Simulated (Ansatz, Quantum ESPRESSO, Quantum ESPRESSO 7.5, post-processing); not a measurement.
# Ballistic transmission: Si chain with one bond drawn out by 2.0 Å

Aim: the zero-bias transmission with pwcond for this junction: Si chain with one bond drawn out by 2.0 Å.

Method: plane-wave DFT, PBE, GBRV ultrasoft pseudopotentials (cross-check by Ansatz 0.2.0 with PAW datasets), in Quantum ESPRESSO 7.5.

Most raw output is cut from this account.

### Step 1. The structure

The cell holds 10 atoms: 10 Si. Cell: a = 7.500 Å, b = 7.500 Å, c = 24.000 Å, α = 90.0°, β = 90.0°, γ = 90.0°. Regions: left lead, 5 atoms (5 Si); right lead, 5 atoms (5 Si). Vacuum lies along a and b. The structure is stacked along c, and the current runs across the ab planes.

### Step 2. Self-consistent run

One periodic cell holds a stretch of lead, the junction and more lead; the atoms stay as built.

File scf.in:

```
&control
  prefix = 'scf'
  outdir = './out'
  pseudo_dir = './pseudo'
  calculation = 'scf'
  tprnfor = .true.
/
&system
  ibrav = 0
  nat = 10
  ntyp = 1
  ecutwfc = 34
  ecutrho = 170
  occupations = 'smearing'
  smearing = 'mv'
  degauss = 0.01
/
&electrons
  conv_thr = 1e-07
  mixing_beta = 0.25
  electron_maxstep = 120
  mixing_mode = 'local-TF'
/
ATOMIC_SPECIES
  Si  28.0850  si_pbe_v1.uspp.F.UPF
CELL_PARAMETERS angstrom
  7.50000000000000 0.00000000000000 0.00000000000000
  0.00000000000000 7.50000000000000 0.00000000000000
  0.00000000000000 0.00000000000000 24.00000000000000
ATOMIC_POSITIONS crystal
  Si  0.500000000000 0.500000000000 0.000000000000
  Si  0.500000000000 0.500000000000 0.091666666667
  Si  0.500000000000 0.500000000000 0.183333333333
  Si  0.500000000000 0.500000000000 0.275000000000
  Si  0.500000000000 0.500000000000 0.366666666667
  Si  0.500000000000 0.500000000000 0.541666666667
  Si  0.500000000000 0.500000000000 0.633333333333
  Si  0.500000000000 0.500000000000 0.725000000000
  Si  0.500000000000 0.500000000000 0.816666666667
  Si  0.500000000000 0.500000000000 0.908333333333
K_POINTS automatic
  1 1 3 0 0 0
```

Command:

```bash
$ OMP_NUM_THREADS=1 mpirun -n 2 pw.x -nk 1 -in scf.in > scf.out
```

It took 75 s on 2 MPI ranks of Arm Neoverse V2, shared host; peak memory 1.4 GiB.

Read from the output:

* free energy: -1284.5965 eV
* Fermi energy: -3.288 eV

The program's own clock; routines nest. Time by routine:

| routine | wall time (s) | calls |
| --- | --- | --- |
| PWSCF | 74.11 | 1 |
| electrons | 71.24 | 1 |
| c_bands | 27.3 | 22 |
| cegterg | 25.38 | 44 |
| h_psi | 20.77 | 137 |
| fftw | 17.33 | 6372 |
| mix_rho | 15.6 | 22 |
| sum_band | 15.58 | 22 |
| vloc_psi | 15.52 | 137 |
| newd | 10.68 | 23 |
| ffts | 9.63 | 2458 |
| calbec | 3.79 | 189 |
| s_psi | 2.61 | 137 |
| h_psi:calbec | 2.6 | 137 |

The run needed 22 iterations to bring the estimated error under 1e-07 Ry; the largest force on any atom, held or free, is 0.74 eV/Å.

### Step 3. The open system

prefixt takes both regions from one run: the lead from 0 to bdl, the scattering region from bdl to bds (units of alat). ikind = 1 puts the same lead on both sides. The program's T_tot counts both spins in a run without spin; the tables below give T per spin.

File cond.in:

```
&inputcond
  outdir = './out'
  prefixt = 'scf'
  tran_file = 'cond.dat'
  bdl = 0.5866666667
  bds = 3.2000000000
  ikind = 1
  ewind = 4.0
  epsproj = 1e-05
  nz1 = 7
  energy0 = 2.0
  denergy = -0.1
/
1
  0.00000000 0.00000000 1.00000000
41
```

Command:

```bash
$ OMP_NUM_THREADS=1 mpirun -n 2 pwcond.x -in cond.in > cond.out
```

Elapsed: 3.4 min, on 2 MPI ranks; peak memory 0.56 GiB; 6.7 min of CPU time.

This step gave:

- lead channels at the Fermi level, one spin: 3
- transmission at the Fermi level, one spin: 0.1130
- conductance: 0.1130 G₀

Per spin. The open channels by energy, zero at the Fermi level:

| energy (eV) | open channels |
| --- | --- |
| -2.00 | 0 |
| -1.90 | 0 |
| -1.70 | 0 |
| -1.60 | 0 |
| -1.40 | 0 |
| -1.30 | 2 |
| -1.20 | 2 |
| -1.00 | 2 |
| -0.90 | 3 |
| -0.80 | 3 |
| -0.60 | 3 |
| -0.50 | 3 |
| -0.30 | 3 |
| -0.20 | 3 |
| -0.10 | 3 |
| 0.00 | 3 |
| 0.10 | 3 |
| 0.20 | 3 |
| 0.30 | 3 |
| 0.50 | 3 |
| 0.60 | 3 |
| 0.80 | 3 |
| 0.90 | 3 |
| 1.00 | 3 |
| 1.20 | 3 |
| 1.30 | 3 |
| 1.40 | 3 |
| 1.60 | 3 |
| 1.70 | 3 |
| 1.90 | 3 |
| 2.00 | 3 |

Per spin. Transmission against energy, zero at the Fermi level:

| energy (eV) | transmission |
| --- | --- |
| -2.00 | 0 |
| -1.80 | 0 |
| -1.60 | 0 |
| -1.40 | 0 |
| -1.20 | 0.00275 |
| -1.00 | 0.00467 |
| -0.90 | 0.0114 |
| -0.70 | 0.0271 |
| -0.50 | 0.0445 |
| -0.30 | 0.0677 |
| -0.10 | 0.0989 |
| 0.00 | 0.113 |
| 0.10 | 0.121 |
| 0.20 | 0.123 |
| 0.30 | 0.112 |
| 0.50 | 0.107 |
| 0.70 | 0.114 |
| 0.90 | 0.120 |
| 1.00 | 0.124 |
| 1.20 | 0.135 |
| 1.40 | 0.149 |
| 1.60 | 0.165 |
| 1.80 | 0.182 |
| 2.00 | 0.201 |

The program's own clock; routines nest. Time by routine:

| routine | wall time (s) | calls |
| --- | --- | --- |
| PWCOND | 201.9 | 1 |
| scatter_forw | 173 | 82 |
| compbs | 13.77 | 41 |
| local | 12.14 | 1 |
| compbs_2 | 11.35 | 41 |
| init | 0.96 | 1 |
| poten | 0.07 | 1 |

At no point does T exceed the number of channels. That doesn't clear the run: at some energies its lead has fewer channels than the second code's.

### Step 4. Transmission with pwcond.x, with ewind = 6.0 and epsproj = 1e-07

A sensitivity test on the input.

File cond.w.in:

```
&inputcond
  outdir = './out'
  prefixt = 'scf'
  tran_file = 'cond.w.dat'
  bdl = 0.5866666667
  bds = 3.2000000000
  ikind = 1
  ewind = 6.0
  epsproj = 1e-07
  nz1 = 7
  energy0 = 2.0
  denergy = -0.1
/
1
  0.00000000 0.00000000 1.00000000
41
```

Command:

```bash
$ OMP_NUM_THREADS=1 mpirun -n 2 pwcond.x -in cond.w.in > cond.w.out
```

Elapsed: 41 min, on 2 MPI ranks; peak memory 0.83 GiB; 81 min of CPU time.

Beside the run it was changed from:

| quantity | this run | unchanged run | difference |
| --- | --- | --- | --- |
| transmission at the Fermi level, one spin | 0.1130 | 0.1130 | 2.3e-5 |
| lead channels at the Fermi level, one spin | 3 | 3 | 0 |
| wall time (s) | 2443 | 202 |  |

Over all energies T moves by up to 2.1e-4, at 0.3 eV.

The physical values in this table stay within 0.05 %.

### Step 5. The same in Ansatz

As a check, the same structure is run in Ansatz.

Level of this step: plane-wave DFT, PBE, Ansatz PAW (Ansatz 0.2.0).

File input.yaml:

```yaml
crystal:
  lattice:
    - [7.5, 0.0, 0.0]
    - [0.0, 7.5, 0.0]
    - [0.0, 0.0, 24.0]
  atoms:
    - { symbol: Si, position: [0.5, 0.5, 0.0] }
    - { symbol: Si, position: [0.5, 0.5, 0.0916666667] }
    - { symbol: Si, position: [0.5, 0.5, 0.1833333333] }
    - { symbol: Si, position: [0.5, 0.5, 0.275] }
    - { symbol: Si, position: [0.5, 0.5, 0.3666666667] }
    - { symbol: Si, position: [0.5, 0.5, 0.5416666667] }
    - { symbol: Si, position: [0.5, 0.5, 0.6333333333] }
    - { symbol: Si, position: [0.5, 0.5, 0.725] }
    - { symbol: Si, position: [0.5, 0.5, 0.8166666667] }
    - { symbol: Si, position: [0.5, 0.5, 0.9083333333] }
kpoints:
  mp_grid: { grid: [1, 1, 4] }
hamiltonian:
  xc: pbe
scf:
  occupations: { method: fermi_dirac, width: 0.1 }
  convergence: { dr2_threshold: 1.0e-08 }
output:
  transmission:
    leads: [[0, 1]]
    e_range: [-2.0, 2.0]
    de: 0.05
    kmesh: [1, 1]
    reduced_basis: true
  write_potential: true
  write_density: true
  volumetric_format: npy
```

Command:

```bash
$ ansatz run input.yaml --threads 2 --pin off --max-ram 4096MiB --backend cpu --events-out ev --progress --plain --runs-dir out
```

It took 44 s on 2 threads; peak memory 1.1 GiB; 85 s of CPU time.

This step gave:

* free energy: -6337.2095 eV
* energy at zero smearing: -6337.0222 eV
* smearing term TS: 0.3746 eV
* Fermi energy: -3.337 eV
* symmetry operations: 16
* transmission at the Fermi level, one spin: 0.09284
* step of the lead's Hamiltonian over a period: 41.4 meV

Per spin. Table of transmission by energy, zero at the Fermi level:

| energy (eV) | transmission |
| --- | --- |
| -2.00 | 0 |
| -1.90 | 0 |
| -1.80 | 0 |
| -1.70 | 0 |
| -1.55 | 0 |
| -1.45 | 0 |
| -1.35 | 1.5e-4 |
| -1.25 | 0.00122 |
| -1.15 | 0.00257 |
| -1.05 | 0.00358 |
| -0.90 | 0.0103 |
| -0.80 | 0.0171 |
| -0.70 | 0.0245 |
| -0.60 | 0.0330 |
| -0.50 | 0.0433 |
| -0.40 | 0.0552 |
| -0.25 | 0.0737 |
| -0.15 | 0.0837 |
| -0.05 | 0.0906 |
| 0.00 | 0.0928 |
| 0.05 | 0.0945 |
| 0.15 | 0.0965 |
| 0.25 | 0.0978 |
| 0.40 | 0.1000 |
| 0.50 | 0.102 |
| 0.60 | 0.105 |
| 0.70 | 0.108 |
| 0.80 | 0.112 |
| 0.90 | 0.117 |
| 1.05 | 0.124 |
| 1.15 | 0.130 |
| 1.25 | 0.136 |
| 1.35 | 0.143 |
| 1.45 | 0.150 |
| 1.55 | 0.157 |
| 1.70 | 0.169 |
| 1.80 | 0.178 |
| 1.90 | 0.187 |
| 2.00 | 0.196 |

Per spin. Open channels against energy, zero at the Fermi level:

| energy (eV) | open channels |
| --- | --- |
| -2.00 | 0 |
| -1.90 | 0 |
| -1.80 | 0 |
| -1.70 | 0 |
| -1.55 | 0 |
| -1.45 | 0 |
| -1.35 | 2 |
| -1.25 | 2 |
| -1.15 | 2 |
| -1.05 | 2 |
| -0.90 | 3 |
| -0.80 | 3 |
| -0.70 | 3 |
| -0.60 | 3 |
| -0.50 | 3 |
| -0.40 | 3 |
| -0.25 | 3 |
| -0.15 | 3 |
| -0.05 | 3 |
| 0.00 | 3 |
| 0.05 | 3 |
| 0.15 | 3 |
| 0.25 | 3 |
| 0.40 | 3 |
| 0.50 | 3 |
| 0.60 | 3 |
| 0.70 | 3 |
| 0.80 | 3 |
| 0.90 | 3 |
| 1.05 | 3 |
| 1.15 | 3 |
| 1.25 | 3 |
| 1.35 | 3 |
| 1.45 | 3 |
| 1.55 | 3 |
| 1.70 | 3 |
| 1.80 | 3 |
| 1.90 | 3 |
| 2.00 | 3 |

Ansatz finds T = 0.0928 against pwcond's 0.113.

### Step 6. All levels side by side

All levels:

| step | T at the Fermi level (per spin) | conductance (G0) | r.m.s. T(E) from the first | CPU time of the step (s) | peak memory (GiB) |
| --- | --- | --- | --- | --- | --- |
| Ansatz | 0.09284 | - | 0 | 85.32 | 1.135 |
| pwcond | 0.113 | 0.113 | 0.01009 | 404.9 | 0.56 |
| pwcond, changed setting | 0.113 | 0.113 | 0.01008 | 4885 | 0.83 |

Per spin. Table of transmission by energy, zero at the Fermi level:

| energy (eV) | Ansatz | pwcond | pwcond, changed setting |
| --- | --- | --- | --- |
| -2.00 | 0 | 0 | 0 |
| -1.80 | 0 | 0 | 0 |
| -1.60 | 0 | 0 | 0 |
| -1.40 | 0 | 0 | 0 |
| -1.20 | 0.00193 | 0.00275 | 0.00275 |
| -1.00 | 0.00406 | 0.00467 | 0.00468 |
| -0.90 | 0.0103 | 0.0114 | 0.0114 |
| -0.70 | 0.0245 | 0.0271 | 0.0271 |
| -0.50 | 0.0433 | 0.0445 | 0.0445 |
| -0.30 | 0.0677 | 0.0677 | 0.0678 |
| -0.10 | 0.0876 | 0.0989 | 0.0989 |
| 0.00 | 0.0928 | 0.113 | 0.113 |
| 0.10 | 0.0957 | 0.121 | 0.121 |
| 0.30 | 0.0985 | 0.112 | 0.112 |
| 0.50 | 0.102 | 0.107 | 0.107 |
| 0.70 | 0.108 | 0.114 | 0.114 |
| 0.90 | 0.117 | 0.120 | 0.120 |
| 1.00 | 0.122 | 0.124 | 0.124 |
| 1.20 | 0.133 | 0.135 | 0.135 |
| 1.40 | 0.146 | 0.149 | 0.149 |
| 1.60 | 0.161 | 0.165 | 0.165 |
| 1.80 | 0.178 | 0.182 | 0.182 |
| 2.00 | 0.196 | 0.201 | 0.201 |

### Step 7. A check by hand

G = 0.113 × 77.48 µS = 8.76 µS a cell, a resistance of 114 kΩ.

### Step 8. Summary of results

| Property | Result |
| --- | --- |
| conductance from T at the Fermi level, a cell (G₀ = 2e²/h) | 0.113 G₀ |
| lead channels per spin | 3.00 |
| the same conductance by Ansatz | 0.0928 G₀ |

**Reading.** The junction conducts 0.113 G₀ a cell at the Fermi level (PBE, GBRV ultrasoft). At the Fermi level the junction passes 3.8 % of what the leads offer. At the Fermi level pwcond and Ansatz differ by 22 %; unlike potentials, short leads and band edges at slightly different energies can each add to that; the cause was not traced. Ansatz finds a step of 41 meV across the lead's period inside the junction cell: the lead is too short to be bulk-like, which bears on both codes. Over -2 to 2 eV, T lies between 0 and 0.20 per spin. pwcond's lead, cut out of the junction cell, has fewer channels than Ansatz's near 0.4 eV, so its T is in doubt there. The geometry is as built, not relaxed, and the leads are short.

[Logs are printed without paths, hosts, clocks, repeated set-up lines and the standing remarks that a program may print on its own settings, such as how far it seeks lower states.]

[Hosts, paths, dates, database ids (printed as entryN), source tags and the programs' standing remarks are cut or masked in the printed files.]

[Maps of the electrostatic potential energy from Ansatz leave out the sawtooth potential of an applied field or a dipole correction, so their vacuum need not be flat; planar profiles and work functions include it.]
